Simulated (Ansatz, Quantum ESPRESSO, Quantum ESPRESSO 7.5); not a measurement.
**2H-CrOSe, 1 layer: response to a perpendicular field**

How does 2H-CrOSe, 1 layer respond to a gate-like field without added charge?

Method: plane-wave DFT, PBE, GBRV ultrasoft pseudopotentials (geometry and cross-check by Ansatz 0.2.0 with PAW datasets; geometry under PBE), in Quantum ESPRESSO 7.5.

Report form: the programs' logs are mostly left out.

## (1) The structure

The cell holds 3 atoms: 1 Se, 1 Cr and 1 O. Cell: a = 2.927 Å, b = 2.927 Å, c = 19.737 Å, α = 90.0°, β = 90.0°, γ = 120.0°. It derives from CrOSe. Vacuum lies along c.

As a file:

```cif
data_structure
_symmetry_space_group_name_H-M 'P 1'
_symmetry_Int_Tables_number 1
_cell_length_a 2.9268
_cell_length_b 2.9268
_cell_length_c 19.7375
_cell_angle_alpha 90.000
_cell_angle_beta 90.000
_cell_angle_gamma 120.000
_cell_volume 146.42
loop_
_atom_site_label
_atom_site_type_symbol
_atom_site_fract_x
_atom_site_fract_y
_atom_site_fract_z
_atom_site_occupancy
Se1 Se 0.33333 0.66667 0.43065 1
Cr2 Cr 0.00000 0.00000 0.52200 1
O3 O 0.33333 0.66667 0.56935 1
```

This sheet is a model structure: its symmetry is held, and its stability is not tested here.

This run has no spin polarisation, although Cr can carry a moment. A spin-polarised state was not tried and may lie lower.

## (2) Geometry from Ansatz

The geometry comes first, from a plane-wave PAW code, so that the later runs on this slab share one structure.

The input, input.yaml:

```yaml
crystal:
  lattice:
    - [2.926782, 0.0, 0.0]
    - [-1.463391, 2.5346675633, 0.0]
    - [0.0, 0.0, 19.7374756374]
  atoms:
    - { symbol: Se, position: [0.3333333333, 0.6666666667, 0.4306528432] }
    - { symbol: Cr, position: [0.0, 0.0, 0.5219974294] }
    - { symbol: O, position: [0.3333333333, 0.6666666667, 0.5693471568] }
kpoints:
  mp_grid: { grid: [12, 12, 1] }
hamiltonian:
  xc: pbe
scf:
  occupations: { method: fermi_dirac, width: 0.05 }
  convergence: { dr2_threshold: 1.0e-08 }
efield:
  axis: 3
  dipole_correction: true
  ramp_position: 0.97
  ramp_width: 0.04
relax:
  f_tol: 0.01
  cell: { fix: [c, alpha, beta] }
output:
  write_potential: true
  write_density: true
  volumetric_format: npy
```

On the command line:

```sh
> ansatz run input.yaml --threads 4 --pin off --max-ram 8192MiB --backend cpu --events-out ev --progress --plain --runs-dir out
```

Wall time 8.7 s (4 threads of Arm Neoverse V2, shared host); peak memory 0.52 GiB.

The steps of the relaxation:

```
step  energy less that of the first step (eV)  largest force component (eV/Å)  pressure (GPa)  volume (Å³)
   1                                   0.0000                          0.6683           -0.17       146.42
   2                                  -0.0148                          0.4639            0.11       147.28
   3                                  -0.0230                          0.0600           -0.08       147.70
   4                                  -0.0241                          0.0163            0.02       146.97
   5                                  -0.0241                          0.0050           -0.01       146.99
  6*                                  -0.0244                          0.0050            0.00       146.99
```

Relaxation steps marked * repeat the geometry before them on a plane-wave basis chosen anew for their cell, so energy and pressure can jump there.

```csv
cell as run,before,after,change
a (Å),2.927,2.932,+0.2 %
b (Å),2.927,2.932,+0.2 %
```

The atoms that moved most (Å, along periodic axes as changes of fractional coordinates times the final cell, across vacuum about the mean position):

```
atom     dx     dy      dz  length
 Cr2  0.000  0.000  -0.039   0.039
 Se1  0.000  0.000   0.035   0.035
```

The relaxed structure:

```xyz
3
Lattice="2.9325 0.0000 0.0000 -1.4662 2.5396 0.0000 0.0000 0.0000 19.7375" Properties=species:S:1:pos:R:3
Se    0.0000    1.6931    8.5355
Cr    0.0000    0.0000   10.2642
O     0.0000    1.6931   11.2407
```

This step gave:

```
free energy                     : -9414.4853 eV
energy at zero smearing         : -9414.4788 eV
smearing term TS                : 0.01297 eV
Fermi energy                    : -0.2785 eV
symmetry operations             : 6
work function of the upper face : 6.480 eV
work function of the lower face : 3.955 eV
dipole along the normal         : -0.1039 e·Å
```

## (3) Self-consistent run: no field

The zero-field run is the reference. tefield and dipfield are on already, so that all runs share k-points and boundary.

Level of this step: plane-wave DFT, PBE, GBRV ultrasoft pseudopotentials (Quantum ESPRESSO 7.5).

The input, f0.in:

```
&control
  prefix = 'f0'
  outdir = './out'
  pseudo_dir = './pseudo'
  calculation = 'scf'
  tprnfor = .true.
  tefield = .true.
  dipfield = .true.
/
&system
  ibrav = 0
  nat = 3
  ntyp = 3
  ecutwfc = 40
  ecutrho = 200
  occupations = 'smearing'
  smearing = 'fd'
  degauss = 0.004
  edir = 3
  emaxpos = 0.97
  eopreg = 0.04
  eamp = 0.0
/
&electrons
  conv_thr = 1e-09
  mixing_beta = 0.4
  electron_maxstep = 120
  mixing_mode = 'plain'
/
ATOMIC_SPECIES
  Se  78.9710  se_pbe_v1.uspp.F.UPF
  Cr  51.9961  cr_pbe_v1.5.uspp.F.UPF
  O   15.9990  o_pbe_v1.2.uspp.F.UPF
CELL_PARAMETERS angstrom
  2.93248496411167 0.00000000000000 -0.00000000000000
  -1.46624248205584 2.53960647513660 -0.00000000000000
  -0.00000000000000 -0.00000000000000 19.73747563740000
ATOMIC_POSITIONS crystal
  Se  0.333333333333 0.666666666667 0.432450114450
  Cr  0.000000000000 -0.000000000000 0.520037989281
  O   0.333333333333 0.666666666667 0.569509325669
K_POINTS automatic
  12 12 1 0 0 0
```

On the command line:

```sh
> OMP_NUM_THREADS=1 mpirun -n 4 pw.x -nk 4 -in f0.in > f0.out
```

The job ended after 34 s (4 MPI ranks; peak memory 0.48 GiB).

Numbers from this step:

| Item | Value |
| --- | --- |
| free energy | -3421.1384 eV |
| energy at zero smearing | -3421.1308 eV |
| Fermi energy | -0.6688 eV |
| dipole along the normal | -0.1041 e·Å |
| valence top, on the run's zero | -0.4111 eV |
| conduction bottom, on the run's zero | -0.7235 eV |

The program's own clock; routines nest. Time by routine:

```
     routine  wall time (s)  calls
       PWSCF          33.07      1
   electrons          31.58      1
     c_bands          25.42     16
     cegterg          21.66    304
       h_psi          17.66   1179
        fftw          16.64  31742
    vloc_psi          15.39   1179
    sum_band           4.74     16
      calbec           1.63   1559
h_psi:calbec           1.12   1179
  add_vuspsi            1.1   1179
    init_run           1.07      1
       s_psi           1.07   1179
        newd           0.82     17
```

By band count these two levels touch or overlap: there is no gap, and they are no band edges.

The run needed 16 iterations to bring the estimated error under 1e-09 Ry; the largest force on any atom, held or free, is 0.03 eV/Å.

## (4) Electrostatic potential

plot_num = 11 writes the bare and Hartree potential. It leaves out exchange and correlation, which fade slowly, so it flattens close to the surface.

The input, f0.pot.in:

```
&inputpp
  prefix = 'f0'
  outdir = './out'
  filplot = 'f0.pot.dat'
  plot_num = 11
/
```

On the command line:

```sh
> OMP_NUM_THREADS=1 mpirun -n 4 pp.x -in f0.pot.in > f0.pot.out
```

Elapsed: 0.92 s, on 4 MPI ranks; peak memory 0.09 GiB.

Read from the output:

* work function of the upper face: 6.486 eV
* slope of the potential above: 1.86e-5 eV/Å
* upper vacuum line continued to the top atoms, over the Fermi level: 6.486 eV
* work function of the lower face: 3.958 eV
* slope of the potential below: -1.74e-5 eV/Å
* lower vacuum line continued to the bottom atoms, over the Fermi level: 3.958 eV

The vacuum is flat to 0.1 meV/Å, so its level is well defined. Inside the slab the curve depends on the local part of the pseudopotentials; only the vacuum level has a meaning of its own.

## (5) Bands along a path: no field

The density is frozen and the levels are solved along a path.

f0.bands.in, as its differences from the input of step 3:

```diff
@@ -1,7 +1,6 @@
 &control
-  prefix = 'f0'
+  prefix = 'f0.bands'
   outdir = './out'
   pseudo_dir = './pseudo'
-  calculation = 'scf'
-  tprnfor = .true.
+  calculation = 'bands'
   tefield = .true.
@@ -22,8 +21,9 @@
   eamp = 0.0
+  nbnd = 19
 /
 &electrons
-  conv_thr = 1e-09
+  conv_thr = 1e-07
   mixing_beta = 0.4
   electron_maxstep = 120
-  mixing_mode = 'plain'
+  mixing_mode = 'local-TF'
 /
@@ -41,3 +41,7 @@
   O   0.333333333333 0.666666666667 0.569509325669
-K_POINTS automatic
-  12 12 1 0 0 0
+K_POINTS crystal_b
+4
+  0.0000000000 0.0000000000 0.0000000000 14
+  0.5000000000 0.0000000000 0.0000000000 14
+  0.3333333333 0.3333333333 0.0000000000 14
+  0.0000000000 0.0000000000 0.0000000000 1
```

On the command line:

```sh
> cp -r out/f0.save out/f0.bands.save
> cp out/f0.xml out/f0.bands.xml
> OMP_NUM_THREADS=1 mpirun -n 4 pw.x -nk 4 -in f0.bands.in > f0.bands.out
```

Run time: 15 s. Hardware: 4 MPI ranks; peak memory 0.37 GiB; 59 s of CPU time.

This step gave:

| Quantity | Value |
| --- | --- |
| conduction bottom, on the run's zero | -0.7234 eV |

Band numbers count within the set of bands kept for display. Electronic bands along the path, in eV, zero at the Fermi level; # counts the bands kept:

| point | #4 | #5 | #6 | #7 | #8 | #9 | #10 | #11 |
| --- | --- | --- | --- | --- | --- | --- | --- | --- |
| Γ | -3.91 | -1.39 | -1.39 | 0.26 | 1.58 | 1.58 | 2.97 | 2.97 |
| halfway | -3.78 | -3.15 | -1.75 | -0.69 | 0.50 | 1.26 | 1.61 | 2.44 |
| M | -4.58 | -2.85 | -1.71 | -0.85 | 0.26 | 0.56 | 1.69 | 2.45 |
| halfway | -4.47 | -3.64 | -2.62 | -0.88 | 0.08 | 0.86 | 1.70 | 1.86 |
| K | -4.81 | -4.38 | -2.51 | -1.16 | -0.05 | 1.06 | 1.47 | 2.09 |
| halfway | -3.88 | -3.03 | -2.48 | -0.77 | 0.38 | 0.91 | 1.54 | 2.15 |
| Γ | -3.91 | -1.39 | -1.39 | 0.26 | 1.58 | 1.58 | 2.97 | 2.97 |

By band count these two levels touch or overlap: there is no gap, and they are no band edges.

## (6) Self-consistent run: field 0.1 V/Å

eamp is the field in Hartree atomic units (1 a.u. = 51.42 V/Å). With dipfield on, it is the field in the vacuum beside an isolated sheet. The run starts from the density of the one before.

f1.in, as its differences from the input of step 3:

```diff
@@ -1,3 +1,3 @@
 &control
-  prefix = 'f0'
+  prefix = 'f1'
   outdir = './out'
@@ -21,3 +21,3 @@
   eopreg = 0.04
-  eamp = 0.0
+  eamp = 0.00194469
 /
@@ -28,2 +28,3 @@
   mixing_mode = 'plain'
+  startingpot = 'file'
 /
```

On the command line:

```sh
> cp -r out/f0.save out/f1.save
> OMP_NUM_THREADS=1 mpirun -n 4 pw.x -nk 4 -in f1.in > f1.out
```

Elapsed: 24 s, on 4 MPI ranks; peak memory 0.49 GiB; 95 s of CPU time.

Numbers from this step:

```
free energy                          : -3421.1290 eV
energy at zero smearing              : -3421.1212 eV
Fermi energy                         : -0.6775 eV
dipole along the normal              : -0.08559 e·Å
valence top, on the run's zero       : -0.4143 eV
conduction bottom, on the run's zero : -0.7327 eV
```

By band count these two levels touch or overlap: there is no gap, and they are no band edges.

The dipole goes from -0.1041 to -0.0856 e Å, 0.1847 e Å per V/Å.

## (7) Potential by pp.x

The input, f1.pot.in:

```
&inputpp
  prefix = 'f1'
  outdir = './out'
  filplot = 'f1.pot.dat'
  plot_num = 11
/
```

On the command line:

```sh
> OMP_NUM_THREADS=1 mpirun -n 4 pp.x -in f1.pot.in > f1.pot.out
```

It took 0.92 s on 4 MPI ranks; peak memory 0.1 GiB.

This step gave:

- slope of the potential above: 0.1000 eV/Å
- upper vacuum line continued to the top atoms, over the Fermi level: 6.431 eV
- slope of the potential below: 0.09998 eV/Å
- lower vacuum line continued to the bottom atoms, over the Fermi level: 4.081 eV

The slope in the vacuum is 0.100 eV/Å for an applied 0.10 V/Å, as it should be.

## (8) Self-consistent run: field 0.2 V/Å

f2.in, as its differences from the input of step 6:

```diff
@@ -1,3 +1,3 @@
 &control
-  prefix = 'f1'
+  prefix = 'f2'
   outdir = './out'
@@ -21,3 +21,3 @@
   eopreg = 0.04
-  eamp = 0.00194469
+  eamp = 0.00388938
 /
```

On the command line:

```sh
> cp -r out/f0.save out/f2.save
> OMP_NUM_THREADS=1 mpirun -n 4 pw.x -nk 4 -in f2.in > f2.out
```

Elapsed: 26 s, on 4 MPI ranks; peak memory 0.49 GiB.

This step gave:

* free energy: -3421.1213 eV
* energy at zero smearing: -3421.1135 eV
* Fermi energy: -0.6868 eV
* dipole along the normal: -0.06704 e·Å
* valence top, on the run's zero: -0.4181 eV
* conduction bottom, on the run's zero: -0.7426 eV

By band count these two levels touch or overlap: there is no gap, and they are no band edges.

The dipole goes from -0.1041 to -0.0670 e Å, 0.1851 e Å per V/Å.

## (9) Electrostatic potential

The input, f2.pot.in:

```
&inputpp
  prefix = 'f2'
  outdir = './out'
  filplot = 'f2.pot.dat'
  plot_num = 11
/
```

On the command line:

```sh
> OMP_NUM_THREADS=1 mpirun -n 4 pp.x -in f2.pot.in > f2.pot.out
```

The job ended after 0.92 s (4 MPI ranks; peak memory 0.1 GiB).

Read from the output:

```
slope of the potential above                                          : 0.2000 eV/Å
upper vacuum line continued to the top atoms, over the Fermi level    : 6.375 eV
slope of the potential below                                          : 0.2000 eV/Å
lower vacuum line continued to the bottom atoms, over the Fermi level : 4.205 eV
```

The slope in the vacuum is 0.200 eV/Å for an applied 0.20 V/Å, as it should be.

## (10) Band structure: field 0.2 V/Å

f2.bands.in, as its differences from the input of step 5:

```diff
@@ -1,3 +1,3 @@
 &control
-  prefix = 'f0.bands'
+  prefix = 'f2.bands'
   outdir = './out'
@@ -20,3 +20,3 @@
   eopreg = 0.04
-  eamp = 0.0
+  eamp = 0.00388938
   nbnd = 19
```

On the command line:

```sh
> cp -r out/f2.save out/f2.bands.save
> cp out/f2.xml out/f2.bands.xml
> OMP_NUM_THREADS=1 mpirun -n 4 pw.x -nk 4 -in f2.bands.in > f2.bands.out
```

It took 15 s on 4 MPI ranks; peak memory 0.37 GiB.

This step gave:

- conduction bottom, on the run's zero: -0.7425 eV

Band numbers count within the set of bands kept for display. Electronic bands along the path, in eV, zero at the Fermi level; # counts the bands kept:

```
  point     #4     #5     #6     #7     #8    #9   #10   #11
      Γ  -3.92  -1.39  -1.39   0.27   1.59  1.59  2.62  2.96
halfway  -3.79  -3.16  -1.75  -0.69   0.49  1.26  1.61  2.44
      M  -4.57  -2.86  -1.72  -0.85   0.26  0.56  1.68  2.45
halfway  -4.46  -3.65  -2.62  -0.88   0.08  0.85  1.70  1.85
      K  -4.81  -4.37  -2.51  -1.16  -0.06  1.05  1.47  2.08
halfway  -3.88  -3.04  -2.49  -0.76   0.37  0.91  1.54  2.14
      Γ  -3.92  -1.39  -1.39   0.27   1.59  1.59  2.62  2.96
```

By band count these two levels touch or overlap: there is no gap, and they are no band edges.

Upper empty bands that drop with the field can be states of the vacuum, held by the sawtooth; they depend on the cell's width.

## (11) Ground state: field -0.2 V/Å

f3.in, as its differences from the input of step 8:

```diff
@@ -1,3 +1,3 @@
 &control
-  prefix = 'f2'
+  prefix = 'f3'
   outdir = './out'
@@ -21,3 +21,3 @@
   eopreg = 0.04
-  eamp = 0.00388938
+  eamp = -0.00388938
 /
```

On the command line:

```sh
> cp -r out/f0.save out/f3.save
> OMP_NUM_THREADS=1 mpirun -n 4 pw.x -nk 4 -in f3.in > f3.out
```

Elapsed: 25 s, on 4 MPI ranks; peak memory 0.49 GiB; 1.7 min of CPU time.

Read from the output:

* free energy: -3421.1630 eV
* energy at zero smearing: -3421.1554 eV
* Fermi energy: -0.6536 eV
* dipole along the normal: -0.1410 e·Å
* valence top, on the run's zero: -0.4071 eV
* conduction bottom, on the run's zero: -0.7069 eV

By band count these two levels touch or overlap: there is no gap, and they are no band edges.

The dipole goes from -0.1041 to -0.1410 e Å, 0.1846 e Å per V/Å.

## (12) Potential by pp.x

The input, f3.pot.in:

```
&inputpp
  prefix = 'f3'
  outdir = './out'
  filplot = 'f3.pot.dat'
  plot_num = 11
/
```

On the command line:

```sh
> OMP_NUM_THREADS=1 mpirun -n 4 pp.x -in f3.pot.in > f3.pot.out
```

Elapsed: 0.92 s, on 4 MPI ranks; peak memory 0.1 GiB.

Read from the output:

* slope of the potential above: -0.2000 eV/Å
* upper vacuum line continued to the top atoms, over the Fermi level: 6.600 eV
* slope of the potential below: -0.2000 eV/Å
* lower vacuum line continued to the bottom atoms, over the Fermi level: 3.716 eV

The slope in the vacuum is -0.200 eV/Å for an applied -0.20 V/Å, as it should be.

Each curve counts from the Fermi level of its own run.

The runs together. Potential energy against z:

```csv
z (Å),potential at 0 V/Å (eV),potential at 0.1 V/Å (eV),potential at 0.2 V/Å (eV),potential at -0.2 V/Å (eV)
0,4.59,4.24,3.89,5.29
1,3.96,3.33,2.70,5.22
2,3.96,3.43,2.90,5.02
3,3.96,3.53,3.10,4.82
4,3.96,3.63,3.30,4.62
5,3.96,3.73,3.50,4.42
6,3.92,3.79,3.66,4.19
7,3.27,3.22,3.18,3.37
8,-9.65,-9.66,-9.67,-9.64
9,-13.0,-13.0,-13.0,-13.0
10,-17.4,-17.4,-17.4,-17.4
11,-10.3,-10.3,-10.3,-10.3
12,4.80,4.84,4.88,4.73
13,6.45,6.57,6.69,6.20
14,6.49,6.71,6.93,6.05
15,6.49,6.81,7.13,5.85
16,6.49,6.91,7.33,5.65
17,6.49,7.01,7.53,5.45
18,6.49,7.11,7.73,5.25
19,6.49,7.21,7.93,5.05
```

## (13) Band structure: field -0.2 V/Å

f3.bands.in, as its differences from the input of step 10:

```diff
@@ -1,3 +1,3 @@
 &control
-  prefix = 'f2.bands'
+  prefix = 'f3.bands'
   outdir = './out'
@@ -20,3 +20,3 @@
   eopreg = 0.04
-  eamp = 0.00388938
+  eamp = -0.00388938
   nbnd = 19
```

On the command line:

```sh
> cp -r out/f3.save out/f3.bands.save
> cp out/f3.xml out/f3.bands.xml
> OMP_NUM_THREADS=1 mpirun -n 4 pw.x -nk 4 -in f3.bands.in > f3.bands.out
```

Wall time 15 s (4 MPI ranks); peak memory 0.37 GiB; 62 s of CPU time.

Numbers from this step:

```
valence top, on the run's zero       : -0.4073 eV
conduction bottom, on the run's zero : -0.7073 eV
```

Band numbers count within the set of bands kept for display. The electronic bands at the labelled points (eV, zero at the Fermi level; # counts the bands kept):

| point | #4 | #5 | #6 | #7 | #8 | #9 | #10 | #11 |
| --- | --- | --- | --- | --- | --- | --- | --- | --- |
| Γ | -3.90 | -1.39 | -1.39 | 0.25 | 1.58 | 1.58 | 2.98 | 2.98 |
| halfway | -3.78 | -3.14 | -1.75 | -0.70 | 0.51 | 1.26 | 1.60 | 2.45 |
| M | -4.59 | -2.84 | -1.70 | -0.86 | 0.27 | 0.56 | 1.71 | 2.46 |
| halfway | -4.49 | -3.63 | -2.61 | -0.88 | 0.08 | 0.86 | 1.70 | 1.88 |
| K | -4.81 | -4.39 | -2.51 | -1.16 | -0.05 | 1.06 | 1.47 | 2.10 |
| halfway | -3.88 | -3.03 | -2.48 | -0.77 | 0.38 | 0.92 | 1.54 | 2.15 |
| Γ | -3.90 | -1.39 | -1.39 | 0.25 | 1.58 | 1.58 | 2.98 | 2.98 |

By band count these two levels touch or overlap: there is no gap, and they are no band edges.

Upper empty bands that drop with the field can be states of the vacuum, held by the sawtooth; they depend on the cell's width.

## (14) Valence density

plot_num = 0 writes the valence density.

The input, f0.rho.in:

```
&inputpp
  prefix = 'f0'
  outdir = './out'
  filplot = 'f0.rho.dat'
  plot_num = 0
/
```

On the command line:

```sh
> OMP_NUM_THREADS=1 mpirun -n 4 pp.x -in f0.rho.in > f0.rho.out
```

Wall time 0.91 s (4 MPI ranks); peak memory 0.1 GiB; 3.3 s of CPU time.

This step gave:

```
electrons by integration : 26.00 e
```

Mean over planes. The valence density, planar mean by z:

```csv
z (Å),"valence density, planar mean (e/Å³)"
5.0,8.3e-5
5.5,3.7e-4
6.0,0.00168
6.5,0.00768
7.0,0.0352
7.5,0.149
8.0,0.374
8.5,0.463
9.0,0.464
9.5,0.436
10.0,1.59
10.5,1.77
11.0,0.957
11.5,0.751
12.0,0.141
12.5,0.0192
13.0,0.00295
13.5,4.7e-4
14.0,7.9e-5
```

Valence density in the ca plane at fractional y = 0.667, with atoms of Se and O within 0.2 Å of it. It is the smooth field of the valence electrons, not physical close to the nuclei.

Ten steps, logarithmic in the rise over the least value, from '0' (0.0 e/Å³) to '9' (6.1 e/Å³), each cell a mean:
```
00000000000000001123333455432100000000000000
00000000000000001123333455332100000000000000
00000000000000001244544444444210000000000000
00000000000000012455555435676420000000000000
00000000000000013455655446899630000000000000
00000000000000013455655446899630000000000000
00000000000000012455555445787420000000000000
00000000000000001345554444454210000000000000
```
Columns run along c (16.0 Å, from fractional 0.07 to 0.88 of the cell), rows up along a (2.9 Å). Atoms in or near the plane, at fractional coordinates: Se at (0.43, 0.33), O at (0.57, 0.33).

The density integrates to 26.000 electrons, as the 26 of the input ask.

## (15) Density by pp.x

The input, f2.rho.in:

```
&inputpp
  prefix = 'f2'
  outdir = './out'
  filplot = 'f2.rho.dat'
  plot_num = 0
/
```

On the command line:

```sh
> OMP_NUM_THREADS=1 mpirun -n 4 pp.x -in f2.rho.in > f2.rho.out
```

Elapsed: 0.91 s, on 4 MPI ranks; peak memory 0.1 GiB.

[end of part 1 of 2]

[Logs are printed without paths, hosts, clocks, repeated set-up lines and the standing remarks that a program may print on its own settings, such as how far it seeks lower states.]

[Hosts, paths, dates, database ids (printed as entryN), source tags and the programs' standing remarks are cut or masked in the printed files.]

[Maps of the electrostatic potential energy from Ansatz leave out the sawtooth potential of an applied field or a dipole correction, so their vacuum need not be flat; planar profiles and work functions include it.]
